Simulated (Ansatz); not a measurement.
# What ScAlB4 (built on the sites of a database entry of ScB2) distorts into

Which phase does ScAlB4 (built on the sites of a database entry of ScB2) fall into along its unstable mode, and how much energy does it gain?

Program: Ansatz 0.2.0. Level of theory: DFT LDA, scalar-relativistic, plane waves, PAW. Results are calculated unless marked as measured.

Most raw output is cut from this account.

The structure was built from a prototype and need not be the compound's stable phase.

## (1) The structure

It takes space group F-43m (No. 216, cubic). The conventional cell has a = 5.989 Å, b = 5.989 Å, c = 5.989 Å, α = 90.00°, β = 90.00°, γ = 90.00°. Nearest to Sc lie 12 B at 2.52 Å and 4 Al at 2.59 Å. Nearest to Al lie 12 B at 2.46 Å and 4 Sc at 2.59 Å. Nearest to B lie 6 B at 1.80 to 2.43 Å and 3 Al at 2.46 Å and 3 Sc at 2.52 Å. Farther neighbours are not listed.

Coordinates:

```cif
data_structure
_symmetry_space_group_name_H-M 'P 1'
_symmetry_Int_Tables_number 1
_cell_length_a 4.2349
_cell_length_b 4.2349
_cell_length_c 4.2349
_cell_angle_alpha 60.000
_cell_angle_beta 60.000
_cell_angle_gamma 60.000
_cell_volume 53.71
loop_
_atom_site_label
_atom_site_type_symbol
_atom_site_fract_x
_atom_site_fract_y
_atom_site_fract_z
_atom_site_occupancy
Sc1 Sc 0.25000 0.25000 0.25000 1
Al2 Al 0.00000 0.00000 0.00000 1
B3 B 0.64356 0.64356 0.64356 1
B4 B 0.06931 0.64356 0.64356 1
B5 B 0.64356 0.06931 0.64356 1
B6 B 0.64356 0.64356 0.06931 1
```

## (2) Phonons on a q mesh

The cell comes from relaxations at this level that are not shown. Stability and thermal properties need the whole zone. Linear response on a 4×4×4 q mesh gives force constants as far as a supercell of that size would.

File input.yaml:

```yaml
crystal:
  lattice:
    - [0.0, 2.9945439792, 2.9945439792]
    - [2.9945439792, 0.0, 2.9945439792]
    - [2.9945439792, 2.9945439792, 0.0]
  atoms:
    - { symbol: Sc, position: [0.25, 0.25, 0.25] }
    - { symbol: Al, position: [0.0, 0.0, 0.0] }
    - { symbol: B, position: [0.6435638331, 0.6435638331, 0.6435638331] }
    - { symbol: B, position: [0.0693085008, 0.6435638331, 0.6435638331] }
    - { symbol: B, position: [0.6435638331, 0.0693085008, 0.6435638331] }
    - { symbol: B, position: [0.6435638331, 0.6435638331, 0.0693085008] }
kpoints:
  mp_grid: { grid: [12, 12, 12] }
hamiltonian:
  xc: lda
scf:
  occupations: { method: methfessel_paxton, width: 0.2 }
output:
  eigenvalues: true
phonons:
  method: dfpt
  qmesh: [4, 4, 4]
  temperatures: { t_max: 1000, t_step: 50 }
  qpath:
    path:
      - [[0.0, 0.0, 0.0], [-0.5, -0.5, 0.0], [-0.375, -0.375, 0.25]]
      - [[-0.375, 0.0, 0.375], [0.0, 0.0, 0.0], [0.0, 0.0, 0.5], [-0.5, -0.25, 0.25], [-0.5, -0.5, 0.0]]
    npoints: 10
```

Run with:

```sh
$ ansatz run input.yaml --threads 8 --pin off --max-ram 14336MiB --backend cpu --events-out ev --progress --plain --runs-dir out
```

Run time: 20 min. Hardware: 8 threads of Arm Neoverse N1, shared host; peak memory 4.7 GiB; 2.6 h of CPU time.

Numbers from this step:

```
volume per atom                                         : 8.951 Å³
gap on the k-mesh                                       : 0 eV
sum-rule residual before enforcement                    : 1.49e-5 eV/Å²
lowest frequency on the path                            : -322.1 cm⁻¹
point group                                             : -43m
highest frequency on the path or at a solved wavevector : 744.4 cm⁻¹
highest optical mode at the zone centre (no LO-TO term) : 660.9 cm⁻¹
lowest optical zone-centre mode                         : 239.1 cm⁻¹
lowest mode on the q mesh (acoustic modes at Γ apart)   : -322.1 cm⁻¹
```

Frequencies (cm⁻¹) solved at each irreducible wavevector; negative means imaginary. Frequencies by wavevector, by row:

```csv
q in reciprocal lattice units,star,mode 1,mode 2,mode 3,mode 4,mode 16,mode 17,mode 18
0 0 0,1,0,0,0,239.1,454.6,454.6,660.9
0 0 0.25,8,34.5,96.7,96.7,204,490.1,490.1,697.6
0 0 -0.5,4,-37.9,153.6,153.6,229.3,519.4,519.4,719.2
0 0.25 0.25,6,-140.3,-140.3,192.4,192.4,512.4,512.4,710
0 0.25 -0.5,24,-233.2,-111.4,67.8,180.1,537,549.1,733.3
0 0.25 -0.25,12,-203.2,-49.5,77.8,180,518.6,545,723
0 -0.5 -0.5,3,-184.6,-184.6,-127.1,177.2,557.3,557.3,743
0.25 -0.5 -0.25,6,-322.1,-122.3,121.1,148.1,538,555.9,744.4
```

Interpolated from a 4×4×4 q mesh. The phonon branches at the labelled points (cm⁻¹):

```csv
point,branch 1,branch 2,branch 3,branch 4,branch 15,branch 16,branch 17,branch 18
Γ,0,0,0,239,455,455,455,661
halfway,-140,-140,192,192,483,512,512,710
X,-185,-185,-127,177,495,557,557,743
halfway,-234,-172,-103,170,492,553,559,743
U,-283,-141,41,175,511,543,560,742
jump to K,-283,-141,41,175,511,543,560,742
halfway,-142,111,114,159,489,501,521,708
Γ,0,0,0,239,455,455,455,661
halfway,34,97,97,204,485,490,490,698
L,-38,154,154,229,496,519,519,719
halfway,-240,-65,127,170,516,527,548,732
W,-322,-122,121,148,524,538,556,744
halfway,-271,-121,-109,158,491,553,556,744
X,-185,-185,-127,177,495,557,557,743
```

Symmetry leaves 8 wavevectors to solve. The lowest mode among them, the acoustic zeros apart, lies at q = (0.25, -0.5, -0.25) and is imaginary, 322.1i cm⁻¹, so the energy falls along it.

## (3) The mode frozen in, largest atomic shift 0 Å

The mode followed lies at q = (0, -0.5, -0.5) with frequency 184.6i cm⁻¹ and is 2-fold degenerate, one of the unstable modes though not the softest. At small amplitude the distorted cell has space group no. 20 by a symmetry search on the positions. The undistorted cell that holds it gives the zero of energy on the same k mesh.

System of this step: ScAlB4 (built on the sites of a database entry of ScB2). The structure is cubic, space group F-43m (No. 216). Conventional cell: a = 5.989 Å, b = 5.989 Å, c = 5.989 Å, α = 90.00°, β = 90.00°, γ = 90.00°. Nearest to Sc lie 12 B at 2.52 Å and 4 Al at 2.59 Å. Al has 12 B at 2.46 Å and 4 Sc at 2.59 Å nearest. Nearest to B lie 6 B at 1.80 to 2.43 Å and 3 Al at 2.46 Å and 3 Sc at 2.52 Å. Farther neighbours are not listed.

File input.yaml:

```yaml
crystal:
  lattice:
    - [0.0, -2.9945439792, -2.9945439792]
    - [0.0, 2.9945439792, -2.9945439792]
    - [5.9890879585, 0.0, 0.0]
  atoms:
    - { symbol: Sc, position: [0.0, 0.5, 0.75] }
    - { symbol: Sc, position: [0.5, 0.0, 0.25] }
    - { symbol: Al, position: [0.5, 0.5, 0.5] }
    - { symbol: Al, position: [0.0, 0.0, 0.0] }
    - { symbol: B, position: [0.2128723338, 0.5, 0.1435638331] }
    - { symbol: B, position: [0.7128723338, 0.0, 0.6435638331] }
    - { symbol: B, position: [0.7871276662, 0.5, 0.1435638331] }
    - { symbol: B, position: [0.2871276662, 0.0, 0.6435638331] }
    - { symbol: B, position: [0.5, 0.7871276662, 0.8564361669] }
    - { symbol: B, position: [0.0, 0.2871276662, 0.3564361669] }
    - { symbol: B, position: [0.5, 0.2128723338, 0.8564361669] }
    - { symbol: B, position: [0.0, 0.7128723338, 0.3564361669] }
kpoints:
  mp_grid: { grid: [8, 8, 6] }
hamiltonian:
  xc: lda
scf:
  occupations: { method: methfessel_paxton, width: 0.2 }
output:
  forces: true
  stress: true
  eigenvalues: true
```

Elapsed: 5.2 s, on 8 threads; peak memory 0.56 GiB.

This step gave:

```
pressure                         : -0.03939 GPa
energy from the undistorted cell : 0 meV/atom
```

The run ends at a pressure of -0.04 GPa, with forces up to 0.032 eV/Å.

## (4) The mode frozen in, largest atomic shift 0.32 Å

The atoms are moved along the unstable eigenvector, the largest shift by 0.32 Å, with the cell fixed.

File input.yaml:

```yaml
crystal:
  lattice:
    - [0.0, -2.9945439792, -2.9945439792]
    - [0.0, 2.9945439792, -2.9945439792]
    - [5.9890879585, 0.0, 0.0]
  atoms:
    - { symbol: Sc, position: [-0.0310970081, 0.5310970081, 0.75] }
    - { symbol: Sc, position: [0.5310970081, -0.0310970081, 0.25] }
    - { symbol: Al, position: [0.4782691718, 0.4782691718, 0.5] }
    - { symbol: Al, position: [0.0217308282, 0.0217308282, 0.0] }
    - { symbol: B, position: [0.2708436635, 0.4518842858, 0.1394503837] }
    - { symbol: B, position: [0.6549010042, 0.0481157142, 0.6476772824] }
    - { symbol: B, position: [0.8450989958, 0.4518842858, 0.1476772824] }
    - { symbol: B, position: [0.2291563365, 0.0481157142, 0.6394503837] }
    - { symbol: B, position: [0.4518842858, 0.8450989958, 0.8523227176] }
    - { symbol: B, position: [0.0481157142, 0.2291563365, 0.3605496163] }
    - { symbol: B, position: [0.4518842858, 0.2708436635, 0.8605496163] }
    - { symbol: B, position: [0.0481157142, 0.6549010042, 0.3523227176] }
kpoints:
  mp_grid: { grid: [8, 8, 6] }
hamiltonian:
  xc: lda
scf:
  occupations: { method: methfessel_paxton, width: 0.2 }
output:
  forces: true
  stress: true
  eigenvalues: true
```

Wall time 7.4 s (8 threads); peak memory 0.62 GiB.

This step gave:

| Property | Result |
| --- | --- |
| pressure | 5.446 GPa |
| energy from the undistorted cell | -33.12 meV/atom |

The energy, extrapolated to zero smearing, is -33.12 meV/atom against the undistorted cell.

The run ends at a pressure of 5.45 GPa, with forces up to 0.75 eV/Å.

## (5) Energy along the mode, all amplitudes (two of the runs are shown above)

An imaginary frequency means negative curvature, so the energy should fall and then rise again as anharmonic terms take over.

Numbers from this step:

* depth at the lowest point sampled: 33.12 meV/atom
* largest atomic shift at that point: 0.32 Å

Energy from the parent against largest atomic shift:

```csv
largest atomic shift (Å),energy from the parent (meV/atom)
0.000,0
0.040,-0.957
0.080,-3.76
0.140,-10.8
0.220,-22.6
0.320,-33.1
0.450,-15.0
0.600,98.1
```

Displacement at unit largest shift by atom:

```csv
atom,x (Å),y (Å),z (Å),size
Sc1,0.00,0.58,0.00,0.58
Sc2,0.00,-0.58,0.00,0.58
Al3,0.00,0.00,0.41,0.41
Al4,0.00,0.00,-0.41,0.41
B5,-0.08,-0.99,-0.09,1.00
B6,0.08,0.99,0.09,1.00
B7,0.08,-0.99,-0.09,1.00
B8,-0.08,0.99,0.09,1.00
B9,-0.08,0.99,-0.09,1.00
B10,0.08,-0.99,0.09,1.00
B11,0.08,0.99,-0.09,1.00
B12,-0.08,-0.99,0.09,1.00
```

The lowest of the steps tried is at 0.32 Å, 33.1 meV/atom below the parent; the bottom of the well need not coincide with a step.

## (6) Relaxation from the frozen mode

Starting from the lowest point found, all atoms and the cell are let go, so that strain and other modes of the same symmetry can join in.

Changes to input.yaml since step 4:

```diff
@@ -28 +28,6 @@
   eigenvalues: true
+relax:
+  adjacent_minimum: "off"
+  f_tol: 0.002
+  max_steps: 120
+  cell: { stress_tol: 0.03 }
```

Wall time 5.8 min (8 threads); peak memory 0.84 GiB.

Relaxation path (22 of 36):

```csv
step,energy less that of the first step (eV),largest force component (eV/Å),pressure (GPa),volume (Å³)
1,0.0000,0.7511,5.45,107.41
3,-0.6166,0.6197,-0.67,113.32
4,-1.1228,0.9214,-1.85,117.44
6,-1.6070,2.2169,9.12,115.71
8,-2.2294,0.3810,0.80,118.82
9,-2.4153,0.2301,-0.65,121.03
11,-2.4313,0.0666,0.96,120.49
13,-2.5482,0.3526,-1.47,124.11
14,-2.6334,0.4202,-2.71,125.82
16,-2.7485,0.4192,-3.27,126.84
18,-3.2601,0.5955,3.00,124.30
19,-2.9431,1.3897,10.21,121.52
21,-3.6738,0.5055,0.38,129.89
23,-3.7127,0.0098,-0.04,131.16
24,-3.7130,0.0099,0.01,131.09
26,-3.7130,0.0008,0.00,131.11
28,-4.3205,0.1549,0.68,134.65
29,-4.3295,0.1865,1.09,136.74
31,-4.3508,0.0065,0.04,137.46
33*,-4.3633,0.0043,0.02,137.51
34,-4.3632,0.0033,0.01,137.64
36*,-4.3634,0.0004,0.00,137.65
```

Relaxation steps marked * repeat the geometry before them on a plane-wave basis chosen anew for their cell, so energy and pressure can jump there. Other such steps can lie between the rows shown. Relaxation steps 6, 15, 19 were tried and not accepted.

Forces are held to the 4 operations that the run works with; a distortion that breaks them can't arise in this run.

```csv
cell as run,before,after,change
a (Å),4.235,5.187,+22.5 %
b (Å),4.235,5.187,+22.5 %
c (Å),5.989,5.450,-9.0 %
γ (°),90.00,69.81,-22.4 %
volume (Å³/atom),8.95,11.47,+28.2 %
```

The atoms that moved most (Å, as changes of fractional coordinates times the final cell):

```csv
atom,dx,dy,dz,length
B8,-0.203,-0.032,-1.032,1.052
B5,-0.203,0.032,1.032,1.052
B10,0.203,0.032,-1.032,1.052
B11,0.203,-0.032,1.032,1.052
B7,0.676,-0.001,0.012,0.676
B9,-0.676,0.001,0.012,0.676
B12,-0.676,-0.001,-0.012,0.676
B6,0.676,0.001,-0.012,0.676
```

The relaxed structure:

```
Sc Al B
1.0
     0.00000   -2.96843   -4.25401
     0.00000    2.96843   -4.25401
     5.45040    0.00000    0.00000
Sc Al B
2 2 8
Direct
  0.93870 0.56130 0.75000
  0.56130 0.93870 0.25000
  0.49201 0.49201 0.50000
  0.00799 0.00799 0.00000
  0.14417 0.33593 0.10227
  0.65620 0.04965 0.77175
  0.84380 0.45035 0.27175
  0.35583 0.16407 0.60227
  0.45035 0.84380 0.72825
  0.16407 0.35583 0.39773
  0.33593 0.14417 0.89773
  0.04965 0.65620 0.22825
```

This step gave:

* pressure: 2.06e-5 GPa
* volume per atom: 11.47 Å³

The distorted start has space group C222_1; the relaxation ends in C222_1.

## (7) Summary of results

- unstable mode of the parent: q = (0, -0.5, -0.5), 185i cm⁻¹
- depth at the lowest point sampled: 33.1 meV/atom
- largest atomic shift at that point: 0.32 Å
- space group reached (within 0.01 Å): C222_1
- energy gained over the parent (first relaxation, on the mesh of the frozen mode): 397 meV/atom
- volume per atom, phase reached: 11.5 Å³

**Reading.** From this start the structure relaxes into C222_1, 397 meV/atom below the parent. At the parent's cell the well is 33.12 meV/atom deep on the steps tried, with its lowest point at a shift of 0.32 Å. Relaxing atoms and cell changes the gain by +363.59 meV/atom against the lowest step (energies at zero smearing). Most of the total comes from this relaxation. The frozen pattern makes up only 17 % of the final shifts of the atoms, so other modes or strain give most of the change. The modes of the phase reached were not computed on this path. Of the 4 patterns followed to their end from this parent, this one ends 230 meV/atom above the lowest, Pmc2_1. Each path keeps the symmetry of its pattern, so a lower phase may lie along a pattern not tried. With no gap, or one that is small against the smearing, the frequencies hang on the k mesh and the smearing, most of all near Kohn anomalies. The volume moved by more than a tenth on the k mesh of the start, so the energy gain is rough. The starting cell was built on a prototype and not taken from a measurement, so the phase need not exist.

[Logs are printed without paths, hosts, clocks, repeated set-up lines and the standing remarks that a program may print on its own settings, such as how far it seeks lower states.]

[Hosts, paths, dates, database ids (printed as entryN), source tags and the programs' standing remarks are cut or masked in the printed files.]
